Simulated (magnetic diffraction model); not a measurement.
# LaTaFe: what an assumed order does to the neutron pattern

Space group Pnma (no. 62), a = 7.1270 Å, b = 4.3980 Å, c = 7.5090 Å.

| site | atom | x | y | z |
| --- | --- | --- | --- | --- |
| 4c | Ta | 0.7033 | 3/4 | 0.5950 |
| 4c | La | 0 | 3/4 | 0.3010 |
| 4c | Fe | 0.8141 | 3/4 | 0.9229 |

The compound is invented for this exercise: a known structure type with other elements, its cell scaled to their sizes and not relaxed.

Only Fe is taken to order (form factors of Fe2+); orders and moment sizes are assumed, and not adapted to the symmetry. Radiation: neutrons of λ = 1.8 Å, 3° to 55°; isotropic B of 0.25 Å² (Ta), 0.3 Å² (La) and 0.28 Å² (Fe). The intensities are simulated: I ∝ L Σ (|F_N|² + |F_M⊥|²) for unpolarised neutrons, with F_M = 2.695 fm/μB × Σ f(s) S exp(2πi Q·r) exp(−B s²) at Q = H ± k (one set where k and −k are equivalent), only the part normal to Q counting and L = 1/(sin²θ cos θ). For collinear order S is the moment m, which repeats by lattice and centring translations R with the sign exp(−2πi k·R). Form factors are spin-only for 3d ions and dipole or tabulated for f ions, scattering lengths are Sears's of 1992, and absorption is left out. A label names one of the reflections at its angle. The strongest nuclear line in the range is 100, and lines under 0.2 are left out.

Assume the order k = (1/2 1/2 0), collinear moments along [110], 2.46 μB on Fe; signs + at (0.8141, 3/4, 0.9229), + at (0.6859, 1/4, 0.4229), + at (0.3141, 3/4, 0.5771), + at (0.1859, 1/4, 0.0771).

Q: Where does magnetic intensity appear, and how strong is it?

```
2θ (°)         index  nuclear  magnetic
 13.81   (1/2 1/2 0)      0.0      15.3
 19.55   (1/2 1/2 1)      0.0      13.4
 20.05       (1 0 1)      5.3       0.0
 24.86  (3/2 -1/2 0)      0.0       3.8
 27.74       (0 0 2)      0.4       0.0
 28.53   (3/2 1/2 1)      0.0       1.9
 29.26       (2 0 0)      3.8       0.0
 31.11   (1/2 1/2 2)      0.0       5.6
 31.17       (1 1 1)      4.0       0.0
 31.44       (1 0 2)      0.4       0.0
 32.47       (2 0 1)      0.4       0.0
 36.53   (1/2 3/2 0)      0.0       1.2
 37.59  (3/2 1/2 -2)      0.0       3.0
 37.94       (2 1 0)      2.5       0.0
 38.76  (5/2 -1/2 0)      0.0       0.9
 39.21   (1/2 3/2 1)      0.0       2.4
 39.70       (1 1 2)     50.6       0.0
 40.54       (2 1 1)    100.0       0.0
 40.76       (2 0 2)     38.5       0.0
 41.32   (5/2 1/2 1)      0.0       0.5
 42.29   (3/2 3/2 0)      0.0       0.3
 44.56   (1/2 1/2 3)      0.0       1.9
 44.68  (3/2 -3/2 1)      0.0       1.9
 44.80       (1 0 3)      9.6       0.0
 46.48   (1/2 3/2 2)      0.0       1.4
 46.83       (3 0 1)     42.7       0.0
 47.64       (2 1 2)      2.3       0.0
 48.32       (0 2 0)     55.6       0.0
 48.33   (5/2 1/2 2)      0.0       1.1
 48.88       (0 1 3)     78.3       0.0
 49.55   (3/2 1/2 3)      0.0       1.1
 51.26       (1 1 3)      2.0       0.0
 51.33   (3/2 3/2 2)      0.0       0.6
 52.13       (2 0 3)      1.5       0.0
 52.82       (1 2 1)      1.7       0.0
 53.27       (3 0 2)      0.3       0.0
 54.30  (5/2 -3/2 1)      0.0       0.9
```

The strongest magnetic line in the range is (1/2 1/2 0) at 13.81° (15.3). On top of the Lorentz factor, which all lines share, magnetic lines fade with angle because f falls: for Fe2+ it is 0.90, 0.68, 0.45 and 0.15 at sin θ/λ = 0.1, 0.2, 0.3 and 0.5 Å⁻¹, while nuclear lengths stay constant. The order has no net moment.

[Logs are printed without paths, hosts, clocks, repeated set-up lines and the standing remarks that a program may print on its own settings, such as how far it seeks lower states.]
